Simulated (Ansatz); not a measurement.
## Cd2BBrN2: complex band structure

A new crystal, Cd2BBrN2: structure, gap and complex bands. It is built by putting Cd for Sr in the Sr2BBrN2 structure of space group R-3m, with the volume rescaled by atomic radii. The parent structure comes from the Materials Project.

Calculated with Ansatz 0.2.0; LDA DFT, plane waves, PAW files, in the first sound run; inputs show where later runs differ.

The structure was built from a prototype and need not be the compound's stable phase.

## Step 1: Starting point

The structure is trigonal, space group R-3m (No. 166). Conventional cell: a = 3.741 Å, b = 3.741 Å, c = 24.063 Å, α = 90.00°, β = 90.00°, γ = 120.00°. Nearest to Cd lie 3 N at 2.28 Å and 3 B at 2.91 Å and 3 Br at 2.98 Å. Nearest to B lie 2 N at 1.22 Å and 6 Cd at 2.91 Å. Br has 6 Cd at 2.98 Å nearest. Nearest to N lie 1 B at 1.22 Å and 3 Cd at 2.28 Å. It derives from Sr2BBrN2. Cd for Sr in the Sr2BBrN2 structure of space group R-3m. Farther neighbours and most contacts between anions are not listed.

## Step 2: Relaxing the new crystal

The substituted atoms don't fit the parent's cell, so cell and atoms relax together. A small smearing keeps the run stable in case the gap closes on the way.

input.yaml

```yaml
crystal:
  lattice:
    - [1.8705670298, 1.0799723782, 8.0209382824]
    - [-1.8705670298, 1.0799723782, 8.0209382824]
    - [0.0, -2.1599447564, 8.0209382824]
  atoms:
    - { symbol: Cd, position: [0.247835, 0.247835, 0.247835] }
    - { symbol: Cd, position: [0.752165, 0.752165, 0.752165] }
    - { symbol: B, position: [0.5, 0.5, 0.5] }
    - { symbol: Br, position: [0.0, 0.0, 0.0] }
    - { symbol: "N", position: [0.449422, 0.449422, 0.449422] }
    - { symbol: "N", position: [0.550578, 0.550578, 0.550578] }
kpoints:
  mp_grid: { grid: [6, 6, 6] }
scf:
  occupations: { method: gaussian, width: 0.03 }
hamiltonian:
  xc: lda
output:
  forces: true
  stress: true
relax:
  f_tol: 0.02
  max_steps: 60
  cell: {}
```

On the command line:

```
ansatz run input.yaml --threads 2 --pin off --max-ram 4096MiB --backend cpu --events-out ev --progress --plain --runs-dir out
```

Numbers of over 12 decimals in the logs are rounded to 6 here.

The program printed:

```text
basis.fft_grid_basis auto: the FFT boxes are laid along the combinations [[1, 0, -1], [0, 1, -1], [0, 0, 1]] of the cell's own vectors, 3.741, 3.741 and 8.307 Å long. The dense box has 27×27×60 points. Along the cell's own vectors, as sized, it would have 60×60×60, 4.94 times as many. Of the 12 symmetry operations that the crystal satisfies within crystal.symmetry.tolerance (time reversal apart; of a slab, those that [...]
Engine: ansatz 0.2.0, aarch64-unknown-linux-gnu
Pseudopotentials: kind: paw
Pseudopotential: Cd, paw, valence charge 20, recommended cutoff 420 eV (normal), Cd.paw.azcp
Pseudopotential: B, paw, valence charge 3, recommended cutoff 420 eV (normal), B.paw.azcp
Pseudopotential: Br, paw, valence charge 7, recommended cutoff 420 eV (normal), Br.paw.azcp
Pseudopotential: N, paw, valence charge 5, recommended cutoff 420 eV (normal), N.paw.azcp
Functional definition: SPW92
  exchange = slater_x
  correlation = pw_c
Crystal: 6 atoms, lattice volume = 97.222 Å³
Basis set: ecut = 420 eV, 1929 PW (Γ), FFT grids on a1−a3, a2−a3, a3
Bands: 36, of which v1, the nominal top of the filled ones, is band 30 counted from 1 (29 counted from 0)
Symmetry: 12 space group operations
Space group: R-3m (ITA 166), of the structure as read, at distance tolerance 4.6e-5 Å
k-points: 32 of 216
Non-local potential: Cd, projectors of the file, l = 0: 3, l = 1: 2, l = 2: 2, l = 3: 1
Non-local potential: B, projectors of the file, l = 0: 2, l = 1: 2, l = 2: 1
Non-local potential: Br, projectors of the file, l = 0: 2, l = 1: 2, l = 2: 2
Non-local potential: N, projectors of the file, l = 0: 2, l = 1: 2, l = 2: 1
PAW form: soft (Blöchl's): semilocal exchange-correlation on the pseudo side does not see the compensation charge
PAW frozen core: Cd, regenerated for the run's functional, and the local potential with it (the file was generated under x = pbe(κ = 0.804, μ = 0.219515), c = pbe(β = 0.066725))
PAW frozen core: B, regenerated for the run's functional, and the local potential with it (the file was generated under x = pbe(κ = 0.804, μ = 0.219515), c = pbe(β = 0.066725))
PAW frozen core: Br, regenerated for the run's functional, and the local potential with it (the file was generated under x = pbe(κ = 0.804, μ = 0.219515), c = pbe(β = 0.066725))
PAW frozen core: N, regenerated for the run's functional, and the local potential with it (the file was generated under x = pbe(κ = 0.804, μ = 0.219515), c = pbe(β = 0.066725))
PAW one-centre angular grid: Cd, 590 points (default); XC on 64 Gauss nodes
PAW one-centre angular grid: B, 110 points (default); XC on 64 Gauss nodes
PAW one-centre angular grid: Br, 110 points (default); XC on 64 Gauss nodes
PAW one-centre angular grid: N, 110 points (default); XC on 64 Gauss nodes
Initial density: superposition of atomic densities (neutral atoms: chi_scale 0, normalization atom), corrected by the library's trained network
Initial wavefunctions: pseudopotential atomic-orbital guess
Functional: x = slater, c = lda
SCF iter   1: F=—  HF=-19827.802461 eV  |F-HF|=—  |Δ(HF+E_count)|=         —  Δρ=1.22e-2  dr2=1.93e-1  ethr=1.77e-3  ⟨swp⟩=6.4  Hψ=4628  notcnv=0  defer=3
preconditioner: auto → Resta (q_TF=auto, 2.517 Å⁻¹)  ε∞=5.3  [insulator: Δε(μ)=0.632 eV  Ē_g=11.993 eV  σ=0.030 eV  W_gap=1.00  n_scr=30 (ndim 8)  ℏωp=25.0 eV  f_vac=0.039  D(μ)=0.00/eV (n_scr^D=0)  ε∞_Penn≈5.3]
SCF iter   2: F=—  HF=-19827.757621 eV  |F-HF|=—  |Δ(HF+E_count)|=   4.48e-2  Δρ=3.86e-3  dr2=1.91e-2  ethr=3.21e-4  ⟨swp⟩=3.0  Hψ=2151  notcnv=0  defer=49
SCF iter   3: F=—  HF=-19827.753274 eV  |F-HF|=—  |Δ(HF+E_count)|=   4.35e-3  Δρ=1.65e-3  dr2=4.19e-3  ethr=3.19e-5  ⟨swp⟩=2.2  Hψ=1625  notcnv=0  defer=49
SCF iter   4: F=—  HF=-19827.752277 eV  |F-HF|=—  |Δ(HF+E_count)|=   9.97e-4  Δρ=4.82e-4  dr2=3.18e-4  ethr=6.99e-6  ⟨swp⟩=2.2  Hψ=1407  notcnv=0  defer=49
SCF iter   5: F=—  HF=-19827.752228 eV  |F-HF|=—  |Δ(HF+E_count)|=   4.98e-5  Δρ=1.83e-4  dr2=4.09e-5  ethr=5.29e-7  ⟨swp⟩=2.1  Hψ=1764  notcnv=0  defer=49
SCF iter   6: F=—  HF=-19827.752209 eV  |F-HF|=—  |Δ(HF+E_count)|=   1.87e-5  Δρ=5.02e-5  dr2=2.55e-6  ethr=6.82e-8  ⟨swp⟩=2.0  Hψ=1707  notcnv=0  defer=49
SCF iter   7: F=-19827.752209 eV  HF=-19827.752209 eV  |F-HF|=6.16e-9  |Δ(HF+E_count)|=   2.81e-7  Δρ=9.66e-6  dr2=8.66e-8  ethr=1.67e-10  ⟨swp⟩=4.1  Hψ=5542  notcnv=0
SCF 1 converged in 7 iterations: F = -19827.752209 eV  dr2 = 8.66e-8
  greatest PAW one-centre occupation: 1.000 electrons in one spin orbital (limit 2), on the Cd atom at site 1 (counted from 0), in its partial waves of l = 0
relax step   1: F+E_penalty+E_count = -19827.75220851 eV  Δ(F+E_penalty+E_count) = +0.000e0 eV  max|allowed force component| = 9.558e0 eV/Å  Δτ_max = 0.0000 Å  P = +8.250 GPa  Ω = 97.222 Å³  (7 SCF iters, dr2 threshold 1.00e-7 eV, accepted)
Crystal: 6 atoms, lattice volume = 91.870 Å³
Basis set: ecut = 420 eV, 1785 PW (Γ), FFT grids on a1−a3, a2−a3, a3
Initial density: handed on by an earlier stage of this run
Initial wavefunctions: those handed on with the density
iter 1 solved again at ethr=6.03e-4 eV; its pass at ethr=3.10e-3 eV (dr2=3.62e-1 eV) is discarded
SCF iter   1: F=—  HF=-19828.952958 eV  |F-HF|=—  |Δ(HF+E_count)|=         —  Δρ=1.90e-2  dr2=3.65e-1  ethr=6.03e-4  ⟨swp⟩=1.3  Hψ=6364  notcnv=0
preconditioner: auto → Resta (q_TF=auto, 2.541 Å⁻¹)  ε∞=5.4  [insulator: Δε(μ)=0.906 eV  Ē_g=12.252 eV  σ=0.030 eV  W_gap=1.00  n_scr=30 (ndim 8)  ℏωp=25.7 eV  f_vac=0.035  D(μ)=0.00/eV (n_scr^D=0)  ε∞_Penn≈5.4]
SCF iter   2: F=—  HF=-19828.851364 eV  |F-HF|=—  |Δ(HF+E_count)|=   1.02e-1  Δρ=8.74e-3  dr2=5.11e-2  ethr=6.03e-4  ⟨swp⟩=2.4  Hψ=1646  notcnv=0  defer=1
SCF iter   3: F=—  HF=-19828.834963 eV  |F-HF|=—  |Δ(HF+E_count)|=   1.64e-2  Δρ=1.50e-3  dr2=3.26e-3  ethr=8.52e-5  ⟨swp⟩=2.8  Hψ=2205  notcnv=0  defer=39
SCF iter   4: F=—  HF=-19828.834197 eV  |F-HF|=—  |Δ(HF+E_count)|=   7.65e-4  Δρ=7.65e-4  dr2=4.63e-4  ethr=5.43e-6  ⟨swp⟩=2.1  Hψ=1909  notcnv=0  defer=39
SCF iter   5: F=—  HF=-19828.834076 eV  |F-HF|=—  |Δ(HF+E_count)|=   1.22e-4  Δρ=2.20e-4  dr2=5.16e-5  ethr=7.71e-7  ⟨swp⟩=2.0  Hψ=1769  notcnv=0  defer=39
SCF iter   6: F=—  HF=-19828.834066 eV  |F-HF|=—  |Δ(HF+E_count)|=   9.84e-6  Δρ=1.18e-4  dr2=1.30e-5  ethr=8.59e-8  ⟨swp⟩=2.0  Hψ=1771  notcnv=0  defer=39
SCF iter   7: F=—  HF=-19828.834063 eV  |F-HF|=—  |Δ(HF+E_count)|=   2.59e-6  Δρ=3.35e-5  dr2=9.92e-7  ethr=2.16e-8  ⟨swp⟩=2.0  Hψ=1769  notcnv=0  defer=39
SCF iter   8: F=-19828.834063 eV  HF=-19828.834063 eV  |F-HF|=1.12e-8  |Δ(HF+E_count)|=   1.46e-7  Δρ=1.04e-5  dr2=9.14e-8  ethr=1.00e-9  ⟨swp⟩=5.0  Hψ=4177  notcnv=0
SCF 2 converged in 8 iterations: F = -19828.834063 eV  dr2 = 9.14e-8
relax step   2: F+E_penalty+E_count = -19828.83406291 eV  Δ(F+E_penalty+E_count) = -1.082e0 eV  max|allowed force component| = 1.648e0 eV/Å  Δτ_max = 0.1131 Å  P = +4.418 GPa  Ω = 91.870 Å³  energy of the carried Pulay correction = +1.039e-2 eV  (8 SCF iters, dr2 threshold 6.00e-7 eV, accepted)
Crystal: 6 atoms, lattice volume = 95.157 Å³
Basis set: ecut = 420 eV, 1833 PW (Γ), FFT grids on a1−a3, a2−a3, a3
iter 1 solved again at ethr=1.30e-4 eV; its pass at ethr=3.10e-3 eV (dr2=7.78e-2 eV) is discarded
SCF iter   1: F=—  HF=-19828.936336 eV  |F-HF|=—  |Δ(HF+E_count)|=         —  Δρ=8.15e-3  dr2=7.82e-2  ethr=1.30e-4  ⟨swp⟩=1.9  Hψ=5607  notcnv=0
preconditioner: auto → Resta (q_TF=auto, 2.526 Å⁻¹)  ε∞=5.5  [insulator: Δε(μ)=0.684 eV  Ē_g=11.962 eV  σ=0.030 eV  W_gap=1.00  n_scr=30 (ndim 8)  ℏωp=25.3 eV  f_vac=0.036  D(μ)=0.00/eV (n_scr^D=0)  ε∞_Penn≈5.5]
SCF iter   2: F=—  HF=-19828.913773 eV  |F-HF|=—  |Δ(HF+E_count)|=   2.26e-2  Δρ=3.41e-3  dr2=1.05e-2  ethr=1.30e-4  ⟨swp⟩=2.5  Hψ=1823  notcnv=0
SCF iter   3: F=—  HF=-19828.910068 eV  |F-HF|=—  |Δ(HF+E_count)|=   3.71e-3  Δρ=1.21e-3  dr2=1.78e-3  ethr=1.75e-5  ⟨swp⟩=2.2  Hψ=1991  notcnv=0
SCF iter   4: F=—  HF=-19828.909558 eV  |F-HF|=—  |Δ(HF+E_count)|=   5.10e-4  Δρ=4.16e-4  dr2=2.57e-4  ethr=2.96e-6  ⟨swp⟩=2.3  Hψ=1589  notcnv=0
SCF iter   5: F=—  HF=-19828.909480 eV  |F-HF|=—  |Δ(HF+E_count)|=   7.83e-5  Δρ=9.92e-5  dr2=1.00e-5  ethr=4.29e-7  ⟨swp⟩=2.0  Hψ=1809  notcnv=0
SCF iter   6: F=—  HF=-19828.909479 eV  |F-HF|=—  |Δ(HF+E_count)|=   6.84e-7  Δρ=4.21e-5  dr2=1.24e-6  ethr=1.67e-8  ⟨swp⟩=2.6  Hψ=2170  notcnv=0
SCF iter   7: F=-19828.909479 eV  HF=-19828.909479 eV  |F-HF|=5.56e-8  |Δ(HF+E_count)|=   3.21e-7  Δρ=1.01e-5  dr2=1.04e-7  ethr=1.00e-9  ⟨swp⟩=5.0  Hψ=4242  notcnv=0
SCF 3 converged in 7 iterations: F = -19828.909479 eV  dr2 = 1.04e-7
relax step   3: F+E_penalty+E_count = -19828.90947865 eV  Δ(F+E_penalty+E_count) = -7.542e-2 eV  max|allowed force component| = 4.442e-1 eV/Å  Δτ_max = 0.0514 Å  P = +0.259 GPa  Ω = 95.157 Å³  energy of the carried Pulay correction = +3.938e-3 eV  (7 SCF iters, dr2 threshold 6.00e-7 eV, accepted)
[...]
relax step   4: F+E_penalty+E_count = -19828.91364628 eV  Δ(F+E_penalty+E_count) = -4.168e-3 eV  max|allowed force component| = 6.485e-2 eV/Å  Δτ_max = 0.0106 Å  P = +0.067 GPa  Ω = 94.986 Å³  energy of the carried Pulay correction = +4.270e-3 eV  (5 SCF iters, dr2 threshold 6.00e-7 eV, accepted)
[...]
relax step   5: F+E_penalty+E_count = -19828.91379313 eV  Δ(F+E_penalty+E_count) = -1.469e-4 eV  max|allowed force component| = 1.891e-3 eV/Å  Δτ_max = 0.0018 Å  P = +0.001 GPa  Ω = 94.966 Å³  energy of the carried Pulay correction = +4.308e-3 eV  (5 SCF iters, dr2 threshold 2.63e-7 eV, accepted)
[...]
relax step   6: F+E_penalty+E_count = -19828.91117552 eV  Δ(F+E_penalty+E_count) = +2.618e-3 eV  max|allowed force component| = 1.207e-3 eV/Å  Δτ_max = 0.0000 Å  P = -0.052 GPa  Ω = 94.966 Å³  stress off target by 9.33e-2 GPa  SCF on the basis re-selected at this cell (its energy is not comparable with the rows above)  (6 SCF iters)
[...]
relax step   7: F+E_penalty+E_count = -19828.91133834 eV  Δ(F+E_penalty+E_count) = -1.628e-4 eV  max|allowed force component| = 1.462e-3 eV/Å  Δτ_max = 0.0009 Å  P = -0.001 GPa  Ω = 94.913 Å³  energy of the carried Pulay correction = +1.214e-4 eV  (5 SCF iters, dr2 threshold 2.18e-8 eV, accepted)
iter 1 solved again at ethr=1.59e-7 eV; its pass at ethr=3.10e-3 eV (dr2=9.52e-5 eV) is discarded
SCF iter   1: F=—  HF=-19828.911236 eV  |F-HF|=—  |Δ(HF+E_count)|=         —  Δρ=4.93e-6  dr2=3.43e-9  ethr=1.59e-7  ⟨swp⟩=4.0  Hψ=8020  notcnv=0
eigensolver tolerance schedule: the retry pair's looser diagonalisation over-reported the residual by 27792.32 of it (diagonalisation noise at an unbounded share of the residual, at the tolerance the schedule requests for it); recorded, not acted on — ethr = c·dr2/N_el stays at c = 1.0e-1
preconditioner: auto → Resta (q_TF=auto, 2.528 Å⁻¹)  ε∞=5.5  [insulator: Δε(μ)=0.763 eV  Ē_g=11.956 eV  σ=0.030 eV  W_gap=1.00  n_scr=30 (ndim 8)  ℏωp=25.3 eV  f_vac=0.031  D(μ)=0.00/eV (n_scr^D=0)  ε∞_Penn≈5.5]
SCF iter   2: F=—  HF=-19828.911250 eV  |F-HF|=—  |Δ(HF+E_count)|=   1.35e-5  Δρ=2.61e-6  dr2=1.40e-9  ethr=5.71e-12  ⟨swp⟩=4.4  Hψ=3392  notcnv=0
SCF iter   3: F=—  HF=-19828.911250 eV  |F-HF|=—  |Δ(HF+E_count)|=   2.04e-9  Δρ=7.17e-7  dr2=2.25e-10  ethr=2.33e-12  ⟨swp⟩=1.1  Hψ=1154  notcnv=0
SCF iter   4: F=-19828.911250 eV  HF=-19828.911250 eV  |F-HF|=7.28e-12  |Δ(HF+E_count)|=  1.53e-10  Δρ=1.59e-7  dr2=2.63e-11  ethr=1.00e-12  ⟨swp⟩=5.0  Hψ=4396  notcnv=0
SCF 8 converged in 4 iterations: F = -19828.911250 eV  dr2 = 2.63e-11
relax step   8: F+E_penalty+E_count = -19828.91124956 eV  Δ(F+E_penalty+E_count) = +8.878e-5 eV  max|allowed force component| = 1.438e-3 eV/Å  Δτ_max = 0.0000 Å  P = -0.002 GPa  Ω = 94.913 Å³  stress off target by 5.36e-3 GPa  SCF on the basis re-selected at this cell (its energy is not comparable with the rows above)  (4 SCF iters)
basis re-selected at this cell: Δ(F+E_penalty+E_count) = +8.878e-5 eV, ΔP = -0.001 GPa vs the last step (what re-selecting the basis moved, of the pressure what is left beyond the Pulay correction that the steps carried, after the strain that the cell walked since its last selection, with what the two solves' SCF thresholds leave and, on support functions, any second-order correction that the steps lacked; it is no m [...]
SCF converged after 4 iterations
Free energy (F): -19828.911250 eV
Harris-Foulkes:  -19828.911250 eV  (|F-HF|=7.28e-12)
Internal energy: -19828.911250 eV  (E = F + TS)
E sigma→0 (E₀):  -19828.911250 eV
Fermi energy:    9.158934 eV
--- Per-component energies (eV) ---
  E_band       = -920.063335
  E_kinetic    = 1453.731510
  E_local      = -7982.438640  (includes V_loc(G=0)·N_el)
  E_nonlocal   = 265.008993
  E_hartree    = 3610.291063
  E_xc         = -760.981919
  E_vxc        = -734.774218  (∫ρ·V_xc dr)
  E_paw        = -10367.115724  (= ΣΔE_a)
  E_vpaw       = -1142.173218  (= ΣTr[D̂ρ^β])
  E_aug_tail   = 0.000193  (compensation charges beyond the density's cutoff)
  E_ewald      = -6049.352297
  E_core_change = 1.945571  (= ΣΔE_core)
  E_smearing   = -0.000000  (= −TS)
  E_closure    = 0.000000  (closes the sum)
  Σ components = -19828.911250   (vs F -19828.911250, Δ=0.00e0)
--- Forces (eV/Å), atoms counted from 1 ---
  atom   1  Cd     0.00000000     0.00000000     0.00087405
  atom   2  Cd    -0.00000000    -0.00000000    -0.00087405
  atom   3  B     -0.00000000     0.00000000     0.00000000
  atom   4  Br     0.00000000    -0.00000000     0.00000000
  atom   5  N     -0.00000000    -0.00000000     0.00143820
  atom   6  N      0.00000000     0.00000000    -0.00143820
  max |Σ_I F_I| component: 6.94e-18 eV/Å
--- Stress (GPa, compression-positive) ---
       -0.000324       0.000000      -0.000000
        0.000000      -0.000324       0.000000
       -0.000000       0.000000      -0.005358
  P = ⅓ Tr σ = -0.0020 GPa (-0.020 kbar)
--- Relaxed structure (6 steps of the walk, 6 accepted, 2 SCFs on fresh bases) ---
  F+E_penalty+E_count = -19828.91124956 eV   max|allowed force component| = 1.438e-3 eV/Å   (the final SCF, on the basis selected at the relaxed cell)
  cell:  # Å, volume = 94.9127 Å³
    - [1.816382, 1.048688, 8.304618]
    - [-1.816382, 1.048688, 8.304618]
    - [0, -2.097377, 8.304618]
  atoms:
    - { symbol: Cd, position: [0.250556, 0.250556, 0.250556] }
    - { symbol: Cd, position: [0.749444, 0.749444, 0.749444] }
    - { symbol: B, position: [0.5, 0.5, 0.5] }
    - { symbol: Br, position: [1.9149294304607673e-19, 1.914929430460941e-19, 1.9149294304608523e-19] }
    - { symbol: N, position: [0.446229, 0.446229, 0.446229] }
    - { symbol: N, position: [0.553771, 0.553771, 0.553771] }
```

Elapsed: 19 s, on 2 threads of Arm Neoverse V2, shared host; peak memory 0.41 GiB; 37 s of CPU time.

Step by step:

| step | energy less that of the first step (eV) | largest force component (eV/Å) | pressure (GPa) | volume (Å³) |
| --- | --- | --- | --- | --- |
| 1 | 0.0000 | 9.5584 | 8.25 | 97.22 |
| 2 | -1.0819 | 1.6485 | 4.42 | 91.87 |
| 3 | -1.1573 | 0.4442 | 0.26 | 95.16 |
| 4 | -1.1614 | 0.0649 | 0.07 | 94.99 |
| 5 | -1.1616 | 0.0019 | 0.00 | 94.97 |
| 6* | -1.1590 | 0.0012 | -0.05 | 94.97 |
| 7 | -1.1591 | 0.0015 | 0.00 | 94.91 |
| 8* | -1.1590 | 0.0014 | 0.00 | 94.91 |

Relaxation steps marked * repeat the geometry before them on a plane-wave basis chosen anew for their cell, so energy and pressure can jump there.

The run keeps the 12 symmetry operations that it works with, so distortions that break them were not tested.

| conventional cell, symmetrised | before | after | change |
| --- | --- | --- | --- |
| a (Å) | 3.741 | 3.633 | -2.9 % |
| b (Å) | 3.741 | 3.633 | -2.9 % |
| c (Å) | 24.063 | 24.914 | +3.5 % |
| volume (Å³/atom) | 16.20 | 15.82 | -2.4 % |

The atoms that moved most (Å, as changes of fractional coordinates times the final cell):

| atom | dx | dy | dz | length |
| --- | --- | --- | --- | --- |
| N5 | 0.000 | 0.000 | -0.080 | 0.080 |
| N6 | 0.000 | 0.000 | 0.080 | 0.080 |
| Cd2 | 0.000 | 0.000 | -0.068 | 0.068 |
| Cd1 | 0.000 | 0.000 | 0.068 | 0.068 |

The relaxed structure:

```xyz
6
Lattice="1.8164 1.0487 8.3046 -1.8164 1.0487 8.3046 0.0000 -2.0974 8.3046" Properties=species:S:1:pos:R:3 pbc="T T T"
Cd    0.0000    0.0000    6.2423
Cd    0.0000    0.0000   18.6716
B     0.0000    0.0000   12.4569
Br    0.0000    0.0000    0.0000
N     0.0000    0.0000   11.1173
N     0.0000    0.0000   13.7966
```

This step gave:

* free energy: -19828.9112 eV
* Fermi energy: 9.159 eV
* pressure: -0.002002 GPa

The largest force component on a free atom ends at 0.0014 eV/Å.

## Step 3: Band edges

The energy window and the wavevectors of the next steps follow from the band edges, so these are searched first, off the mesh as well.

input.yaml

```yaml
crystal:
  lattice:
    - [1.8163816918, 1.0486884587, 8.3046180493]
    - [-1.8163816918, 1.0486884587, 8.3046180493]
    - [0.0, -2.0973769174, 8.3046180493]
  atoms:
    - { symbol: Cd, position: [0.2505555151, 0.2505555151, 0.2505555151] }
    - { symbol: Cd, position: [0.7494444849, 0.7494444849, 0.7494444849] }
    - { symbol: B, position: [0.5, 0.5, 0.5] }
    - { symbol: Br, position: [0.0, 0.0, 0.0] }
    - { symbol: "N", position: [0.4462292771, 0.4462292771, 0.4462292771] }
    - { symbol: "N", position: [0.5537707229, 0.5537707229, 0.5537707229] }
kpoints:
  mp_grid: { grid: [8, 8, 8] }
  band_path: { path: [VBM, CBM], npoints: 30 }
scf:
  occupations: { method: fixed }
hamiltonian:
  xc: lda
output:
  eigenvalues: true
  write_potential: true
  write_density: true
  volumetric_format: npy
```

The program printed:

```text
[...]
Crystal: 6 atoms, lattice volume = 94.913 Å³
Basis set: ecut = 420 eV, 1833 PW (Γ), FFT grids on a1−a2, a2, −a2+a3
Bands: 36, of which v1, the nominal top of the filled ones, is band 30 counted from 1 (29 counted from 0)
Symmetry: 12 space group operations
[...]
k-points: 65 of 512
[...]
SCF iter   1: F=—  HF=-19828.944433 eV  |F-HF|=—  |Δ(HF+E_count)|=         —  Δρ=1.06e-2  dr2=1.06e-1  ethr=1.77e-3  ⟨swp⟩=5.1  Hψ=7750  notcnv=0  defer=258
[...]
SCF iter   7: F=-19828.913097 eV  HF=-19828.913097 eV  |F-HF|=1.32e-9  |Δ(HF+E_count)|=   2.20e-7  Δρ=5.82e-6  dr2=4.39e-8  ethr=1.67e-10  ⟨swp⟩=9.6  Hψ=8387  notcnv=0
SCF 1 converged in 7 iterations: F = -19828.913097 eV  dr2 = 4.39e-8
[...]
NSCF: frozen V_eff on 32 k-points
[...]
SCF converged after 7 iterations
Free energy (F): -19828.913097 eV
[...]
Internal energy: -19828.913097 eV  (E = F + TS)
E sigma→0 (E₀):  -19828.913097 eV
Fermi energy:    8.776468 eV
[...]
--- Band table (eV; the first three rows and the last of 65) ---
  k-point 0: bands = [... 26 lower, 7.7078, 7.7078, 8.6902, 8.6902, 9.5403, 12.5989, 12.9838, 15.9785, ... 2 higher]
  k-point 1: bands = [... 26 lower, 6.9470, 7.4998, 8.2851, 8.6208, 10.2541, 13.0224, 13.3254, 15.3629, ... 2 higher]
  k-point 2: bands = [... 26 lower, 6.5873, 7.0417, 7.3397, 8.4448, 11.5056, 12.3036, 13.7266, 15.4587, ... 2 higher]
  k-point 64: bands = [... 26 lower, 7.5360, 7.5360, 8.7765, 8.7765, 10.3583, 11.2886, 13.5657, 15.9406, ... 2 higher]
```

It took 10 s on 2 threads; peak memory 0.44 GiB; 20 s of CPU time.

Numbers from this step:

| Property | Result |
| --- | --- |
| free energy | -19828.9131 eV |
| Fermi energy | 8.776 eV |
| gap on the k-mesh | 0.7639 eV |
| gap on path | 0.7639 eV, by band count; negative where bands overlap |
| direct gap on path | 0.8501 eV |
| edge places on path | 0, 0.3783 1/A along the path |

Electronic bands along the path, in eV, zero at the Fermi level (highest filled level under fixed occupations); v1 is the highest filled band, c1 the lowest empty one:

| point | v4 | v3 | v2 | v1 | c1 | c2 | c3 | c4 |
| --- | --- | --- | --- | --- | --- | --- | --- | --- |
| VBM | -1.24 | -1.24 | 0.00 | 0.00 | 1.58 | 2.51 | 4.79 | 7.16 |
| halfway | -1.15 | -1.15 | -0.04 | -0.04 | 1.10 | 3.14 | 4.61 | 7.19 |
| CBM | -1.07 | -1.07 | -0.09 | -0.09 | 0.76 | 3.82 | 4.21 | 7.20 |

The searched edges give 0.764 eV, as on the mesh.

(Continued in part 2 of 3.)

[Logs are printed without paths, hosts, clocks, repeated set-up lines and the standing remarks that a program may print on its own settings, such as how far it seeks lower states.]

[Hosts, paths, dates, database ids (printed as entryN), source tags and the programs' standing remarks are cut or masked in the printed files.]
